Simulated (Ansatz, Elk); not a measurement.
**CdCu2Si2: X-ray structure factors from the self-consistent density**

Structure refinements treat a crystal as free atoms side by side. For a made-up structure of CdCu2Si2 (cell and positions from a PBEsol relaxation) the runs below show what the calculated density changes in F(hkl).

Calculated with Elk 11.2.3 (patched build); DFT, PBE, all-electron APW+lo, Dirac cores, scalar-relativistic bands, static density, no spin.

The structure was built from a prototype and need not be the compound's stable phase.

## 1. Starting point

It takes space group I4/mmm (No. 139, tetragonal). The conventional cell has a = 3.870 Å, b = 3.870 Å, c = 10.175 Å, α = 90.00°, β = 90.00°, γ = 90.00°. Nearest to Cd lie 8 Si at 2.97 Å and 8 Cu at 3.20 Å. Cu has 4 Si at 2.38 Å and 4 Cu at 2.74 Å and 4 Cd at 3.20 Å nearest. Si has 1 Si at 2.32 Å and 4 Cu at 2.38 Å and 4 Cd at 2.97 Å nearest. Farther neighbours are not listed.

## 2. Ground state and structure factors

An all-electron density is needed, since X-rays see the cores too. Task 0 finds the density and task 195 Fourier-transforms it; tshift is off so that phases refer to the origin typed.

elk.in reads:

```
tasks
  0
  195

xctype
  20

spinpol
  .false.

rgkmax
  7.0

gmaxvr
  14.0

lmaxo
  7

lmaxapw
  8

swidth
  0.002

tshift
  .false.

hmaxvr
  5.5

maxscl
  120

epspot
  1e-06

sppath
  './'

avec
  -3.65697442838 3.65697442838 9.61355869330
  3.65697442838 -3.65697442838 9.61355869330
  3.65697442838 3.65697442838 -9.61355869330

atoms
  3
  'Cd.in'
  1
  -0.0000000000 -0.0000000000 -0.0000000000   0.000000 0.000000 0.000000
  'Cu.in'
  2
  0.2500000000 0.7500000000 0.5000000000   0.000000 0.000000 0.000000
  0.7500000000 0.2500000000 0.5000000000   0.000000 0.000000 0.000000
  'Si.in'
  2
  0.6139653918 0.6139653918 0.0000000000   0.000000 0.000000 0.000000
  0.3860346082 0.3860346082 0.0000000000   0.000000 0.000000 0.000000

ngridk
  8 8 8
```

Launch:

```console
$ OMP_NUM_THREADS=4 elk
```

Numbers of over 12 decimals in the logs are rounded to 6 here.

The program printed:

```text
┌─────────────────────────┐
│ Elk code version 11.2.3 │
└─────────────────────────┘

All units are atomic (Hartree, Bohr, etc.)

┌─────────────────────────────────────────────────┐
│ Ground-state run starting from atomic densities │
└─────────────────────────────────────────────────┘

Lattice vectors :
  -3.656974428       3.656974428       9.613558693
   3.656974428      -3.656974428       9.613558693
   3.656974428       3.656974428      -9.613558693

Reciprocal lattice vectors :
  0.2542836890E-16  0.8590688054      0.3267876916
  0.8590688054      0.2542836890E-16  0.3267876916
  0.8590688054      0.8590688054     -0.3698292870E-17

Unit cell volume      :    514.2662463
Brillouin zone volume :   0.4823381181

Muffin-tin inner radius fraction :   0.1000000000E-01

Nuclei treated as point charges

Species : 1 (Cd)
 parameters loaded from : Cd.in
 name : cadmium
 nuclear charge    :   -48.00000000
 electronic charge :    48.00000000
 atomic mass :    204912.7176
 muffin-tin radius :    2.600000000
 number of radial points in muffin-tin :   1193
 inner part over the whole radius :   0.9972693929E-02
 number on inner part of muffin-tin    :    850
 approximate nuclear radius :   0.8708852602E-04
 number of mesh points to nuclear radius :    426
 atomic positions (lattice), magnetic fields (Cartesian) :
  1 :   0.00000000  0.00000000  0.00000000    0.00000000  0.00000000  0.00000000

Species : 2 (Cu)
 parameters loaded from : Cu.in
 name : copper
 nuclear charge    :   -29.00000000
 electronic charge :    29.00000000
 atomic mass :    115837.2717
 muffin-tin radius :    2.319684983
 number of radial points in muffin-tin :    993
 inner part over the whole radius :   0.9992702410E-02
 number on inner part of muffin-tin    :    701
 approximate nuclear radius :   0.7406004541E-04
 number of mesh points to nuclear radius :    337
 atomic positions (lattice), magnetic fields (Cartesian) :
  1 :   0.25000000 -0.25000000  0.50000000    0.00000000  0.00000000  0.00000000
  2 :  -0.25000000  0.25000000  0.50000000    0.00000000  0.00000000  0.00000000

Species : 3 (Si)
 parameters loaded from : Si.in
 name : silicon
 nuclear charge    :   -14.00000000
 electronic charge :    14.00000000
 atomic mass :    51196.73458
 muffin-tin radius :    2.126377901
 number of radial points in muffin-tin :    793
 inner part over the whole radius :   0.9812182176E-02
 number on inner part of muffin-tin    :    552
 approximate nuclear radius :   0.5963282101E-04
 number of mesh points to nuclear radius :    247
 atomic positions (lattice), magnetic fields (Cartesian) :
  1 :  -0.38603461 -0.38603461  0.00000000    0.00000000  0.00000000  0.00000000
  2 :   0.38603461  0.38603461  0.00000000    0.00000000  0.00000000  0.00000000

Total number of atoms per unit cell :    5
Total muffin-tin volume :    258.7370766
 ratio of muffin-tin to unit cell volume :   0.5031189165

Spin treatment :
 spin-unpolarised

Number of Bravais lattice symmetries :   16
Number of crystal symmetries         :   16
Crystal has inversion symmetry
Real symmetric eigensolver will be used

k-point grid :      8     8     8
k-point offset :    0.000000000       0.000000000       0.000000000
k-point set is reduced with full crystal symmetry group
Total number of k-points :       59

Muffin-tin radius times maximum |G+k| :    7.000000000
 using average radius
Maximum |G+k| for APW functions       :    3.045563607
Maximum (1/2)|G+k|²                   :    4.637728841
Maximum |G| for potential and density :    14.00000000
Constant for pseudocharge density :    9
 order of it for each species :   16  16  16
 order of it for pair densities of each species (exact exchange by exxq0 0: 17) :   13  10   8
Radial integration step length :    1

G-vector grid sizes :     49    49    49
Number of G-vectors :    23919

Maximum angular momentum used for
 APW functions            :    8
 outer part of muffin-tin :    7
 inner part of muffin-tin :    2

Total nuclear charge    :   -134.0000000
[...]
Density of states at Fermi energy :    61.70834825
 (states/Hartree/unit cell)

Estimated indirect band gap :   0.8368199330E-03
 from k-point 24 to k-point 28
Estimated direct band gap   :   0.7840685504E-02
 at k-point 1

Charges :
 core                        :    74.00000000
 valence                     :    60.00000000
 interstitial                :    7.749822334
 muffin-tins (core leakage)
  species : 1 (Cd)
   atom 1                    :    46.47535306     (  0.2557066007E-03)
  species : 2 (Cu)
[...]
species : 3 (Si)
[...]
total in muffin-tins        :    126.2501777
 total calculated charge     :    133.9949228
 total charge                :    134.0000000
 error                       :   0.5077190002E-02

RMS change in Kohn-Sham potential (target) :   0.5863830868     (  0.1000000000E-05)
Absolute change in total energy (target)   :   0.5970465068     (  0.1000000000E-03)

[... loops 3 to 16 left out ...]

┌──────────────────┐
│ Loop number : 17 │
└──────────────────┘

Energies :
 Fermi                       :     0.272706
 sum of occupied eigenvalues :     -5567.4838748646
 electron kinetic            :      9815.7180937006
 core electron kinetic       :      9249.8382557546
 Coulomb                     :     -18969.996470897
 Coulomb potential           :     -14951.487364111
 nuclear-nuclear             :     -1234.4309348095
 electron-nuclear            :     -20552.588486322
 Hartree                     :      2817.0229502342
 Madelung                    :     -11494.252788842
 xc potential                :     -431.71460445394
 exchange                    :     -325.32949503365
 correlation                 :     -6.506506
 electron entropic           :    -0.85598522598172E-03
 total energy                :     -9486.1152342594

Density of states at Fermi energy :    68.89175923
 (states/Hartree/unit cell)

Estimated indirect band gap :   0.1856088743E-03
 from k-point 19 to k-point 3
Estimated direct band gap   :   0.1714970817E-01
 at k-point 29

Charges :
 core                        :    74.00000000
 valence                     :    60.00000000
 interstitial                :    6.884203536
 muffin-tins (core leakage)
  species : 1 (Cd)
[...]
species : 2 (Cu)
[...]
species : 3 (Si)
[...]
total in muffin-tins        :    127.1157965
 total calculated charge     :    133.9950735
 total charge                :    134.0000000
 error                       :   0.4926506251E-02

RMS change in Kohn-Sham potential (target) :   0.1952044460E-06 (  0.1000000000E-05)
Absolute change in total energy (target)   :   0.6595978812E-04 (  0.1000000000E-03)

Convergence targets achieved

┌──────────────────┐
│ Loop number : 18 │
└──────────────────┘

Energies :
 Fermi                       :     0.272706
 sum of occupied eigenvalues :     -5567.4838677288
 electron kinetic            :      9815.7181060145
 core electron kinetic       :      9249.8382598513
 Coulomb                     :     -18969.996475561
 Coulomb potential           :     -14951.487360949
 nuclear-nuclear             :     -1234.4309348095
 electron-nuclear            :     -20552.588498814
 Hartree                     :      2817.0229580628
 Madelung                    :     -11494.252795087
 xc potential                :     -431.71461279432
 exchange                    :     -325.32949542290
 correlation                 :     -6.506506
 electron entropic           :    -0.85598506465139E-03
 total energy                :     -9486.1152269900

Density of states at Fermi energy :    68.89174976
 (states/Hartree/unit cell)

Estimated indirect band gap :   0.1856022805E-03
 from k-point 19 to k-point 3
Estimated direct band gap   :   0.1714970670E-01
 at k-point 29

Charges :
 core                        :    74.00000000
 valence                     :    60.00000000
 interstitial                :    6.884203168
 muffin-tins (core leakage)
  species : 1 (Cd)
[...]
species : 2 (Cu)
[...]
atom 2                    :    28.16719644     (  0.2472047717E-03)
  species : 3 (Si)
   atom 1                    :    12.09013885     (  0.1957962791E-02)
   atom 2                    :    12.09013885     (  0.1957962791E-02)
 total in muffin-tins        :    127.1157968
 total calculated charge     :    133.9950735
 total charge                :    134.0000000
 error                       :   0.4926506428E-02

┌──────────────────────────────┐
│ Self-consistent loop stopped │
└──────────────────────────────┘

Warning : core states of species 1 leak from the muffin-tin :   0.2414167769E-03

Warning : core states of species 2 leak from the muffin-tin :   0.2472047717E-03

Warning : core states of species 3 leak from the muffin-tin :   0.1957962791E-02

Wrote STATE.OUT
```

It took 54 s on 4 threads of Arm Neoverse V1, shared host; peak memory 0.2 GiB; 2.9 min of CPU time.

SFACRHO.OUT:

```text

h k l indices transformed by vhmat matrix:
   1.000000000       0.000000000       0.000000000    
   0.000000000       1.000000000       0.000000000    
   0.000000000       0.000000000       1.000000000    

      h      k      l  multipl.   |H|            Re(F)            Im(F)           |F|

      0      0      0      1   0.0000000       134.00000      0.13167290E-15   134.00000    
     -1     -1      1      2  0.65357538      -5.9771412     -0.37468609E-13   5.9771412    
      0     -1      1      8  0.91912426       25.586950      -0.0000000       25.586950    
     -1      1      0      4   1.2149068       12.230698     -0.30984065E-17   12.230698    
     -1     -2      2      8   1.3034995       49.709952      0.89210973E-15   49.709952    
     -2     -2      2      2   1.3071508       66.963911      0.70030614E-13   66.963911    
     -1     -1      2      8   1.3795504       86.910129      0.28547511E-13   86.910129    
      1     -1     -1      4   1.7181376       94.902198     -0.13879508E-13   94.902198    
      3      1     -2      8   1.7845564      -22.810576      0.45051541E-13   22.810576    
     -2      0      2      8   1.8382485      -3.8857119     -0.44605487E-13   3.8857119    
      2      3     -3      8   1.8460103       49.509290      -0.0000000       49.509290    
     -2      1      1     16   1.9485344       21.091101      0.35684389E-14   21.091101    
      3      3     -3      2   1.9607261      -12.414487      0.55310803E-13   12.414487    
      3      0     -1     16   2.1566427       40.545362      -0.0000000       40.545362    
      3      1     -1      8   2.1588515       54.344678     -0.24086963E-13   54.344678    
      2      4     -3      8   2.3066091       60.885114     -0.83858315E-13   60.885114    
      0      0     -2      4   2.4298135       80.088386     -0.22539335E-13   80.088386    
     -4     -3      4      8   2.4435054       25.422579      -0.0000000       25.422579
```

Elk indexes on the primitive cell of elk.in and gives |H| = 4π sin θ/λ in inverse bohr. Below, one row stands for each form hkl of the conventional cell (m members, Friedel mates merged), F is for one primitive cell and the density is static (no thermal factor). Free-atom factors are Waasmaier and Kirfel's, and R is Σm||F|−|F'||/Σm|F|.

| hkl | m | sin θ/λ (Å⁻¹) | abs F, DFT | neutral atoms | diff. |
| --- | --- | --- | --- | --- | --- |
| 002 | 2 | 0.098 | 5.977 | 6.032 | -0.055 |
| 101 | 8 | 0.138 | 25.587 | 25.919 | -0.332 |
| 110 | 4 | 0.183 | 12.231 | 11.654 | +0.576 |
| 103 | 8 | 0.196 | 49.710 | 49.813 | -0.103 |
| 004 | 2 | 0.197 | 66.964 | 67.730 | -0.766 |
| 112 | 8 | 0.207 | 86.910 | 87.653 | -0.743 |
| 200 | 4 | 0.258 | 94.902 | 95.794 | -0.892 |
| 114 | 8 | 0.268 | 22.811 | 23.642 | -0.831 |
| 202 | 8 | 0.276 | 3.886 | 4.581 | -0.695 |
| 105 | 8 | 0.278 | 49.509 | 49.839 | -0.329 |
| 211 | 16 | 0.293 | 21.091 | 21.083 | +0.008 |
| 006 | 2 | 0.295 | 12.415 | 13.295 | -0.881 |
| 213 | 16 | 0.324 | 40.545 | 40.686 | -0.141 |
| 204 | 8 | 0.325 | 54.345 | 54.667 | -0.323 |
| 116 | 8 | 0.347 | 60.885 | 61.103 | -0.218 |
| 220 | 4 | 0.365 | 80.088 | 80.320 | -0.232 |
| 107 | 8 | 0.367 | 25.423 | 25.464 | -0.042 |
| 222 | 8 | 0.378 | 2.617 | 2.915 | -0.298 |
| 215 | 16 | 0.379 | 42.818 | 42.787 | +0.032 |
| 301 | 8 | 0.391 | 17.882 | 17.868 | +0.014 |
| 206 | 8 | 0.392 | 10.374 | 10.579 | -0.205 |
| 008 | 2 | 0.393 | 74.445 | 74.566 | -0.122 |

## 3. Summary of results

```json
{"R against neutral atoms, sin θ/λ < 0.3 Å⁻¹": "1.18 %", "R against neutral atoms, 0.3 to 0.83 Å⁻¹": "0.31 %"}
```

Independent neutral atoms miss the calculated amplitudes by R = 1.18 % below 0.3 Å⁻¹ and 0.31 % from there to 0.83 Å⁻¹; by shells, 1.28 % below 0.15 Å⁻¹ (2 forms), 1.18 % 0.15 to 0.3 (10 forms), 0.29 % 0.3 to 0.45 (16 forms), 0.32 % above 0.45 (107 forms). Bonding, aspherical density and the tables' own atoms all enter these figures, and the runs don't part them. The largest change of an amplitude is -0.89 electrons, at 200. Weak lines can change much in proportion: 202 goes from 4.58 to 3.89. The basis has no finished test. The k-mesh has no finished test. These runs have no spin, though d or f shells may be open. Part of the difference isn't bonding: the tables are fits to free atoms and ions calculated by other methods than this functional. Thermal motion, anomalous dispersion and extinction are left out.

[Logs are printed without paths, hosts, clocks, repeated set-up lines and the standing remarks that a program may print on its own settings, such as how far it seeks lower states.]

[Hosts, paths, dates, database ids (printed as entryN), source tags and the programs' standing remarks are cut or masked in the printed files.]
